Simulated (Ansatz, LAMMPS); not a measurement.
# Structural relaxation of amorphous 88HfO2-12Y2O3 (mol %) (81 atoms), part 2 of 4

How does amorphous 88HfO2-12Y2O3 (mol %) (81 atoms) relax, and what do bonds, charges and levels look like afterwards?

Ansatz 0.2.0; Kohn-Sham DFT, PBE, PAW (set soft_2), plane waves.

The cell: 22 Hf, 6 Y and 53 O. The quench rate of 50 K/ps far exceeds what a furnace or splat quench reaches. The network of bonds at the start is that of the classical potential that made the cell. Only the Γ point is sampled in the main run, in a cell whose shortest periodic width is 10 Å. The levels lack spin–orbit coupling.

So far. Step 3 (Single point at the start): Neighbours are counted within 2.82 Å (O-Hf), 3.00 Å (O-Y).

## Step 4: Cell and atoms relaxed

Cell and atoms are freed together, to release stress as well as forces.

input.yaml reads:

```yaml
crystal:
  lattice:
    - [10.4744, 0.0, 0.0]
    - [0.0, 10.4744, 0.0]
    - [0.0, 0.0, 10.4744]
  atoms:
    [... the 81 atom lines of step 3 ...]
kpoints:
  mp_grid: { grid: [1, 1, 1] }
hamiltonian:
  xc: pbe
scf:
  occupations: { method: fermi_dirac, width: 0.025 }
output:
  forces: true
relax:
  f_tol: 0.04
  max_steps: 250
  cell: {}
```

On the command line:

```bash
> ansatz run input.yaml --threads 4 --pin off --max-ram 8192MiB --backend cpu --events-out ev --progress --plain --runs-dir out
```

Numbers of over 12 decimals in the logs are rounded to 6 here.

The log of the run:

```text
[...]
Crystal: 81 atoms, lattice volume = 1149.178 Å³
Basis set: ecut = 420 eV, 22575 PW (Γ), exchange–correlation on 144×144×144 points (8 copies of the dense FFT grid, shifted against one another)
Bands: 574, of which v1, the nominal top of the filled ones, is band 478 counted from 1 (477 counted from 0)
Symmetry: 1 space group operations
[...]
k-points: 1
[...]
SCF iter   1: F=—  HF=-399171.941225 eV  |F-HF|=—  |Δ(HF+E_count)|=         —  Δρ=3.58e-3  dr2=1.51e-1  ethr=1.77e-3  ⟨swp⟩=5.0  Hψ=1787  notcnv=0  defer=57
[...]
SCF iter  11: F=-399171.938238 eV  HF=-399171.938238 eV  |F-HF|=2.58e-8  |Δ(HF+E_count)|=   9.12e-8  Δρ=1.79e-6  dr2=4.57e-8  ethr=1.05e-11  ⟨swp⟩=4.0  Hψ=1845  notcnv=0
SCF 1 converged in 11 iterations: F = -399171.938238 eV  dr2 = 4.57e-8
[...]
relax step   1: F+E_penalty+E_count = -399171.93823757 eV  Δ(F+E_penalty+E_count) = +0.000e0 eV  max|allowed force component| = 2.197e0 eV/Å  Δτ_max = 0.0000 Å  P = -8.659 GPa  Ω = 1149.178 Å³  (11 SCF iters, dr2 threshold 1.00e-7 eV, accepted)
[... from here on, the SCF cycles and remarks between the steps are left out ...]
relax step   2: F+E_penalty+E_count = -399174.33130147 eV  Δ(F+E_penalty+E_count) = -2.393e0 eV  max|allowed force component| = 1.049e0 eV/Å  Δτ_max = 0.1955 Å  P = +3.968 GPa  Ω = 1056.092 Å³  energy of the carried Pulay correction = +3.521e-1 eV  (9 SCF iters, dr2 threshold 8.10e-6 eV, accepted)
relax step   3: F+E_penalty+E_count = -399175.25506944 eV  Δ(F+E_penalty+E_count) = -9.238e-1 eV  max|allowed force component| = 6.288e-1 eV/Å  Δτ_max = 0.0853 Å  P = +0.324 GPa  Ω = 1080.191 Å³  energy of the carried Pulay correction = +2.581e-1 eV  (8 SCF iters, dr2 threshold 8.10e-6 eV, accepted)
relax step   4: F+E_penalty+E_count = -399175.64721724 eV  Δ(F+E_penalty+E_count) = -3.921e-1 eV  max|allowed force component| = 2.466e-1 eV/Å  Δτ_max = 0.2000 Å  P = +0.064 GPa  Ω = 1075.030 Å³  energy of the carried Pulay correction = +2.781e-1 eV  (8 SCF iters, dr2 threshold 8.10e-6 eV, accepted)
relax step   5: F+E_penalty+E_count = -399175.86362085 eV  Δ(F+E_penalty+E_count) = -2.164e-1 eV  max|allowed force component| = 1.917e-1 eV/Å  Δτ_max = 0.2000 Å  P = +0.034 GPa  Ω = 1067.275 Å³  energy of the carried Pulay correction = +3.083e-1 eV  (8 SCF iters, dr2 threshold 3.80e-6 eV, accepted)
relax step   6: F+E_penalty+E_count = -399176.00015448 eV  Δ(F+E_penalty+E_count) = -1.365e-1 eV  max|allowed force component| = 1.626e-1 eV/Å  Δτ_max = 0.2000 Å  P = -0.008 GPa  Ω = 1061.099 Å³  energy of the carried Pulay correction = +3.324e-1 eV  (9 SCF iters, dr2 threshold 2.30e-6 eV, accepted)
relax step   7: F+E_penalty+E_count = -399176.06638910 eV  Δ(F+E_penalty+E_count) = -6.623e-2 eV  max|allowed force component| = 1.239e-1 eV/Å  Δτ_max = 0.2000 Å  P = +0.026 GPa  Ω = 1058.692 Å³  energy of the carried Pulay correction = +3.419e-1 eV  (8 SCF iters, dr2 threshold 1.65e-6 eV, accepted)
relax step   8: F+E_penalty+E_count = -399176.07510151 eV  Δ(F+E_penalty+E_count) = -8.712e-3 eV  max|allowed force component| = 1.577e-1 eV/Å  Δτ_max = 0.1078 Å  P = +0.019 GPa  Ω = 1057.903 Å³  energy of the carried Pulay correction = +3.450e-1 eV  (8 SCF iters, dr2 threshold 9.60e-7 eV, accepted)
relax step   9: F+E_penalty+E_count = -399176.09425824 eV  Δ(F+E_penalty+E_count) = -1.916e-2 eV  max|allowed force component| = 1.258e-1 eV/Å  Δτ_max = 0.2000 Å  P = +0.060 GPa  Ω = 1057.325 Å³  energy of the carried Pulay correction = +3.473e-1 eV  (9 SCF iters, dr2 threshold 1.55e-6 eV, accepted)
relax step  10: F+E_penalty+E_count = -399176.08080349 eV  Δ(F+E_penalty+E_count) = +1.345e-2 eV  max|allowed force component| = 1.627e-1 eV/Å  Δτ_max = 0.1085 Å  P = -0.092 GPa  Ω = 1059.507 Å³  energy of the carried Pulay correction = +3.387e-1 eV  (8 SCF iters, dr2 threshold 9.88e-7 eV, rejected (line search))
relax step  11: F+E_penalty+E_count = -399176.11133463 eV  Δ(F+E_penalty+E_count) = -1.708e-2 eV  max|allowed force component| = 3.797e-2 eV/Å  Δτ_max = 0.0543 Å  P = +0.008 GPa  Ω = 1057.841 Å³  energy of the carried Pulay correction = +3.452e-1 eV  (12 SCF iters, accepted)
relax step  12: F+E_penalty+E_count = -399175.86517871 eV  Δ(F+E_penalty+E_count) = +2.462e-1 eV  max|allowed force component| = 3.811e-2 eV/Å  Δτ_max = 0.0000 Å  P = -0.399 GPa  Ω = 1057.841 Å³  stress off target by 4.51e-1 GPa  SCF on the basis re-selected at this cell (its energy is not comparable with the rows above)  (8 SCF iters)
relax step  13: F+E_penalty+E_count = -399175.88348238 eV  Δ(F+E_penalty+E_count) = -1.830e-2 eV  max|allowed force component| = 2.915e-2 eV/Å  Δτ_max = 0.0302 Å  P = -0.090 GPa  Ω = 1054.758 Å³  energy of the carried Pulay correction = +1.278e-2 eV  (7 SCF iters, dr2 threshold 5.08e-7 eV, accepted)
relax step  14: F+E_penalty+E_count = -399175.88490514 eV  Δ(F+E_penalty+E_count) = -1.423e-3 eV  max|allowed force component| = 4.598e-2 eV/Å  Δτ_max = 0.0178 Å  P = +0.009 GPa  Ω = 1054.432 Å³  energy of the carried Pulay correction = +1.415e-2 eV  (8 SCF iters, dr2 threshold 3.44e-8 eV, accepted)
relax step  15: F+E_penalty+E_count = -399175.88597463 eV  Δ(F+E_penalty+E_count) = -1.069e-3 eV  max|allowed force component| = 7.901e-3 eV/Å  Δτ_max = 0.0088 Å  P = -0.002 GPa  Ω = 1054.344 Å³  energy of the carried Pulay correction = +1.449e-2 eV  (7 SCF iters, dr2 threshold 1.32e-7 eV, accepted)
relax step  16: F+E_penalty+E_count = -399175.87412121 eV  Δ(F+E_penalty+E_count) = +1.185e-2 eV  max|allowed force component| = 7.844e-3 eV/Å  Δτ_max = 0.0000 Å  P = -0.016 GPa  Ω = 1054.344 Å³  stress off target by 2.03e-2 GPa  SCF on the basis re-selected at this cell (its energy is not comparable with the rows above)  (6 SCF iters)
[...]
SCF converged after 6 iterations
Free energy (F): -399175.874121 eV
[...]
Internal energy: -399175.874121 eV  (E = F + TS)
E sigma→0 (E₀):  -399175.874121 eV
Fermi energy:    13.771659 eV
[...]
--- Forces (eV/Å), atoms counted from 1 ---
  atom   1  Hf    -0.00039296     0.00451223     0.00102457
  atom   2  Hf     0.00367761    -0.00173624    -0.00466030
  atom   3  Hf    -0.00048381    -0.00018368    -0.00331961
  atom   4  Hf    -0.00013945    -0.00233825    -0.00506021
  atom   5  Hf     0.00142730     0.00284818     0.00364798
  atom   6  Hf    -0.00131436    -0.00416939    -0.00293963
  atom   7  Hf     0.00282531     0.00282608     0.00141577
  atom   8  Hf    -0.00220992     0.00338618    -0.00215410
  atom   9  Hf    -0.00023348    -0.00206945    -0.00585508
  atom  10  Hf     0.00119581     0.00737167     0.00104223
  atom  11  Hf    -0.00264058     0.00180107     0.00247408
  atom  12  Hf     0.00132396    -0.00514913    -0.00023355
  atom  13  Hf     0.00151575    -0.00188764     0.00201060
  atom  14  Hf     0.00055134     0.00095423    -0.00197680
[...]
atom  80  O      0.00229470     0.00022326    -0.00075950
  atom  81  O      0.00262601     0.00155174    -0.00036966
  max |Σ_I F_I| component: 7.70e-6 eV/Å
--- Stress (GPa, compression-positive) ---
       -0.015224      -0.004067      -0.001743
       -0.004067      -0.013072       0.002085
       -0.001743       0.002085      -0.019628
  P = ⅓ Tr σ = -0.0160 GPa (-0.160 kbar)
--- Relaxed structure (14 steps of the walk, 13 accepted, 2 SCFs on fresh bases) ---
  F+E_penalty+E_count = -399175.87412121 eV   max|allowed force component| = 7.844e-3 eV/Å   (the final SCF, on the basis selected at the relaxed cell)
  cell:  # Å, volume = 1054.3444 Å³
    - [10.155483, 0.053303, -0.041367]
    - [0.053303, 10.096574, 0.00117176]
    - [-0.041367, 0.00117176, 10.283170]
  atoms:
    - { symbol: Hf, position: [0.212107, 0.849210, 0.532552] }
    - { symbol: Hf, position: [0.884801, 0.720619, 0.608222] }
    - { symbol: Hf, position: [0.048119, 0.616291, 0.343045] }
    - { symbol: Hf, position: [0.274415, 0.357992, 0.318917] }
[...]
- { symbol: O, position: [0.311678, 0.368140, 0.973149] }
```

Wall time 2.4 min (4 threads of Intel Xeon 6975P-C (Granite Rapids), shared host); peak memory 2.1 GiB.

The steps of the relaxation:

```csv
step,energy less that of the first step (eV),largest force component (eV/Å),pressure (GPa),volume (Å³)
1,0.0000,2.1970,-8.66,1149.18
2,-2.3931,1.0494,3.97,1056.09
3,-3.3168,0.6288,0.32,1080.19
4,-3.7090,0.2466,0.06,1075.03
5,-3.9254,0.1917,0.03,1067.27
6,-4.0619,0.1626,-0.01,1061.10
7,-4.1282,0.1239,0.03,1058.69
8,-4.1369,0.1577,0.02,1057.90
9,-4.1560,0.1258,0.06,1057.32
10,-4.1426,0.1627,-0.09,1059.51
11,-4.1731,0.0380,0.01,1057.84
12*,-3.9269,0.0381,-0.40,1057.84
13,-3.9452,0.0291,-0.09,1054.76
14,-3.9467,0.0460,0.01,1054.43
15,-3.9477,0.0079,0.00,1054.34
16*,-3.9359,0.0078,-0.02,1054.34
```

Relaxation steps marked * repeat the geometry before them on a plane-wave basis chosen anew for their cell, so energy and pressure can jump there. Relaxation step 10 was tried and not accepted.

| cell as run | before | after | change |
| --- | --- | --- | --- |
| a (Å) | 10.474 | 10.156 | -3.0 % |
| b (Å) | 10.474 | 10.097 | -3.6 % |
| c (Å) | 10.474 | 10.283 | -1.8 % |
| α (°) | 90.00 | 89.99 | -0.0 % |
| β (°) | 90.00 | 90.46 | +0.5 % |
| γ (°) | 90.00 | 89.40 | -0.7 % |
| volume (Å³/atom) | 14.19 | 13.02 | -8.3 % |

The atoms that moved most (Å, as changes of fractional coordinates times the final cell):

```
atom      dx      dy      dz  length
 O71   0.769   0.133  -0.011   0.781
 O59   0.422  -0.469  -0.300   0.699
 Y27  -0.372   0.410   0.362   0.661
 O53  -0.280  -0.546   0.183   0.641
 O36  -0.331  -0.392   0.072   0.518
 Y25   0.140  -0.152   0.405   0.455
 Y24  -0.363   0.039  -0.254   0.445
 O65  -0.076   0.033  -0.419   0.427
```

The relaxation changed the energy by -48.6 meV/atom, and atoms moved by 0.27 Å r.m.s., 0.78 Å at most.

## Step 5: Structure statistics after relaxation

Bonds before and after, by the cutoffs listed below:

```
pair  bonds before  bonds after  mean before (Å)  mean after (Å)  spread before (Å)  spread after (Å)
O-Hf           136          138            2.161           2.141              0.088             0.120
 O-Y            34           43            2.384           2.429              0.189             0.220
```

Density 8.36 g/cm³, 13.02 Å³ an atom.

g(r), total and by pair (bins of 0.2 Å):

| r (Å) | total | O-O | O-Hf | O-Y | Hf-Hf | Hf-Y | Y-Y |
| --- | --- | --- | --- | --- | --- | --- | --- |
| 1.90 | 0.26 | 0.00 | 0.74 | 0.00 | 0.00 | 0.00 | 0.00 |
| 2.10 | 3.04 | 0.00 | 8.31 | 0.86 | 0.00 | 0.00 | 0.00 |
| 2.30 | 1.12 | 0.00 | 1.53 | 5.95 | 0.00 | 0.00 | 0.00 |
| 2.50 | 0.59 | 0.83 | 0.30 | 1.31 | 0.00 | 0.00 | 0.00 |
| 2.70 | 1.04 | 2.15 | 0.05 | 1.07 | 0.00 | 0.00 | 0.00 |
| 2.90 | 1.34 | 2.85 | 0.16 | 0.62 | 0.00 | 0.00 | 0.00 |
| 3.10 | 0.84 | 1.58 | 0.15 | 0.27 | 0.71 | 0.95 | 0.00 |
| 3.30 | 0.89 | 1.18 | 0.29 | 0.24 | 2.37 | 1.98 | 0.00 |
| 3.50 | 0.95 | 0.81 | 0.64 | 0.54 | 2.74 | 3.05 | 0.00 |
| 3.70 | 0.85 | 0.59 | 0.76 | 0.67 | 2.16 | 2.34 | 1.77 |
| 3.90 | 0.97 | 0.67 | 0.95 | 0.96 | 2.17 | 2.10 | 1.51 |
| 4.10 | 1.09 | 0.94 | 1.23 | 1.18 | 0.93 | 1.52 | 1.33 |
| 4.30 | 1.08 | 0.89 | 1.48 | 0.92 | 0.37 | 1.21 | 1.22 |
| 4.50 | 1.01 | 0.77 | 1.48 | 1.10 | 0.17 | 0.62 | 1.14 |
| 4.70 | 1.03 | 0.65 | 1.59 | 1.19 | 0.55 | 0.72 | 0.00 |
| 4.90 | 1.04 | 0.95 | 1.02 | 1.77 | 1.01 | 0.55 | 1.90 |

Bonds by pair of elements; cutoffs follow the first minimum of g(r), held within bounds set by covalent radii, and pairs that aren't listed don't count as bonded:

```csv
pair A-B,cutoff (Å),bonds,mean length (Å),spread (Å),shortest (Å),B about A,A about B
O-Hf,2.82,138,2.14,0.12,1.95,2.60,6.27
O-Y,3,43,2.43,0.22,2.13,0.811,7.17
```

How many atoms have how many bonded neighbours:

```
element  mean  2   3   4   6  7  8
     Hf  6.27  0   0   0  16  6  0
      O  3.42  1  29  23   0  0  0
      Y  7.17  0   0   0   1  3  2
```

Bond angles (no mean is given where the spread exceeds 20°):

```csv
angle,count,mean (°),spread (°)
O-Hf-O,366,-,-
O-Y-O,134,-,-
Hf-O-Hf,121,114,17.1
Hf-O-Y,99,110,19.3
Y-O-Y,6,120,17.5
```

Bond length by coordination (bonds to H left out):

```
element  coordination  atoms  mean bond length (Å)
     Hf             6     16                  2.12
     Hf             7      6                  2.19
      O             2      1                  1.99
      O             3     29                  2.14
      O             4     23                  2.28
      Y             6      1                  2.37
      Y             7      3                  2.41
      Y             8      2                  2.47
```

First main peaks of g(r), for some of the pairs, lie near 2.9 Å (O-O), 2.1 Å (O-Hf), 2.3 Å (O-Y), 3.4 Å (Hf-Hf) and 3.6 Å (Hf-Y). Counting bonds as in the table, 73 % of Hf atoms have 6, 55 % of O atoms have 3 and 50 % of Y atoms have 7 bonded neighbours.

(Part 2 of 4 ends here.)

[Logs are printed without paths, hosts, clocks, repeated set-up lines and the standing remarks that a program may print on its own settings, such as how far it seeks lower states.]

[Hosts, paths, dates, database ids (printed as entryN), source tags and the programs' standing remarks are cut or masked in the printed files.]
